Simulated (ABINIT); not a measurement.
Entries from a set of simulations; values are calculated unless marked as measured.

### Beyond one shot: KF (Carobbiite)

Symmetry: Fm-3m, No. 225, cubic system. Conventional cell: a = 5.344 Å, b = 5.344 Å, c = 5.344 Å, α = 90.00°, β = 90.00°, γ = 90.00°. Nearest to K lie 6 F at 2.67 Å. F has 6 K at 2.67 Å nearest. Farther neighbours, and contacts between anions beyond the nearest, are not listed.

```yaml
method: RPA screening on LDA from quasiparticle energies and orbitals, plane waves, norm-conserving pseudopotentials (and 4 further levels or steps)
program: ABINIT 10.8.3
settings: cutoff 36 Ha, PseudoDojo scalar-relativistic 0.4.1 standard, norm-conserving, ngkpt (4, 4, 4), nband 29, ecuteps 3.2 Ha, gwcalctyp 27, nfreqre 1, inclvkb 2, shiftk (0, 0, 0), symchi 1, awtr 1, frequency static, cycle 8, q points all but q = 0, 4×4×4 k-mesh
cost: 25 runs, 3.7 min in all on 4 MPI ranks of Arm Neoverse V1, shared host
notes: The cell and positions come from the Crystallography Open Database and are kept as given unless a step says otherwise. The 4×4×4 mesh is coarse for this cell, which bears on the long-range parts of exchange and screening.
g0w0: 10.024 eV
self_consistent_cohsex_cycle_1: 11.091 eV
self_consistent_cohsex_cycle_2: 12.392 eV
self_consistent_cohsex_cycle_3: 12.555 eV
self_consistent_cohsex_cycle_4: 12.436 eV
self_consistent_cohsex_cycle_5: 12.286 eV
self_consistent_cohsex_cycle_6: 12.185 eV
self_consistent_cohsex_cycle_7: 12.136 eV
self_consistent_cohsex_cycle_8: 12.124 eV
known_limits: short of the basis limit; coarse k mesh
```

Only the bands that the input lists are updated; the higher empty ones keep the functional's energies. Self-consistent COHSEX ends at 12.12 eV, +2.10 eV from G0W0, after 8 cycles that took 3.5 min beside the first screening; the last moved the gap by 0.012 eV.

[Long decimals in the printed logs are rounded to 6 places.]

[Logs are printed without paths, hosts, clocks, repeated set-up lines and the standing remarks that a program may print on its own settings, such as how far it seeks lower states.]

[Paths, hosts, dates, memory and timing lines, banners, echoed tables and standing remarks are left out of the program output; an Ansatz launch command may be rebuilt from the run's recorded settings. Measured values are a selection of at most five: reports struck by readers or far from the other reports are left out. None is set beside runs whose start may be inverted or whose files or cutoffs have a known fault.]

[Runs of the session that timed out or met a known fault of the program may be left out.]

[Hosts, paths, dates, database ids (printed as entryN), source tags and the programs' standing remarks are cut or masked in the printed files.]

[G0W0 gaps are taken among the corrected bands and points alone; a level outside them can change the order at an edge.]

[Where Ansatz stands beside ABINIT at settings called matched, ABINIT's density can come from a denser mesh and the files from another edition; pairs whose starting gaps differed by over 0.03 eV were left out, so agreement reads better than it is.]
